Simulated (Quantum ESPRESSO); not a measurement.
# Voltage at the next charge: Cd(0001), 4 layers, one monolayer of Na on fcc sites against an electrode

How the rows were computed: Quantum ESPRESSO 7.5, PBE, GBRV ultrasoft; ESM with bc3, a metal electrode 6.68 Å above the top atoms; cell area 7.691 Å²; ions fixed. V is the potential energy of an electron at the electrode over the slab's Fermi level, divided by e, so that it equals the work function at zero charge; positive charge removes electrons.

| charge (e a cell) | V (V) |
| --- | --- |
| 0 | 3.268 |
| 0.0115 | 4.496 |
| 0.0231 | 5.768 |

**Question.** What is V at a charge of 0.0461 e, and what capacitance do the rows imply?

By hand: The last two rows give dV/dq = (5.768 − 4.496)/(0.0231 − 0.0115) = 109.7 V/e, so C = 1602/(7.691 × 109.7) = 1.90 µF/cm², an effective gap of 8.854/1.90 = 4.66 Å. At constant C, V = 5.768 + 109.7 × 0.023 = 8.29 V.

**Check.** V = 8.369 V; the estimate misses by −0.08 V, 3.0 % of the step. Over the three intervals C goes 1.95, 1.90 and 1.84 µF/cm²: it falls as electrons leave, the surface charge drawing back towards the atoms.

Caveats: Vacuum fills the gap; a dielectric or electrolyte would change C. The slab is thin.
